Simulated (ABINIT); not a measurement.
An input for ABINIT 10.8.3 (LiGeN (P6_3mc)):

```
acell 3*1.0 Angstrom
rprim 
  3.012408535488 -0.000000000022 0.000000000000
  -1.506204267725 2.608822318321 0.000000000000
  0.000000000000 0.000000000000 9.419459000000
ntypat 3
znucl 3 32 7
natom 6
typat 1 1 2 2 3 3
xred 
  0.666666666667 0.333333333333 0.743392000000
  0.333333333333 0.666666666667 0.243392000000
  -0.000000000000 -0.000000000000 0.498023000000
  -0.000000000000 -0.000000000000 0.998023000000
  0.333333333333 0.666666666667 0.603223000000
  0.666666666667 0.333333333333 0.103223000000
pp_dirpath "pseudos"
pseudos "Li.upf, Ge.upf, N.upf"
ecut 56
nspinor 2
ngkpt 6 6 2
nshiftk 1
shiftk 0 0 0
kptopt 1
chksymbreak 0
nband 74
occopt 1
tolvrs 1e-10
nstep 60
prtwf 0
optforces 0
optstress 0
indata_prefix "in"
outdata_prefix "out"
tmpdata_prefix "tmp"
```

```sh
OMP_NUM_THREADS=1 mpirun -n 8 abinit run.abi > log
```

How long will it take on 8 MPI ranks of Arm Neoverse V1, shared host, and how much memory?

It took 6.4 min; on shared hardware allow 3.2 min to 13 min. Peak host memory was 1.3 GiB.

[Paths, hosts, dates, memory and timing lines, banners, echoed tables and standing remarks are left out of the program output.]

[Logs are printed without paths, hosts, clocks, repeated set-up lines and the standing remarks that a program may print on its own settings, such as how far it seeks lower states.]

[Runs of the session that timed out or met a known fault of the program may be left out.]

[Hosts, paths, dates, database ids (printed as entryN), source tags and the programs' standing remarks are cut or masked in the printed files.]

[G0W0 gaps are taken among the corrected bands and points alone; a level outside them can change the order at an edge.]

[Where Ansatz stands beside ABINIT at settings called matched, ABINIT's density can come from a denser mesh and the files from another edition; pairs whose starting gaps differed by over 0.03 eV were left out, so agreement reads better than it is.]
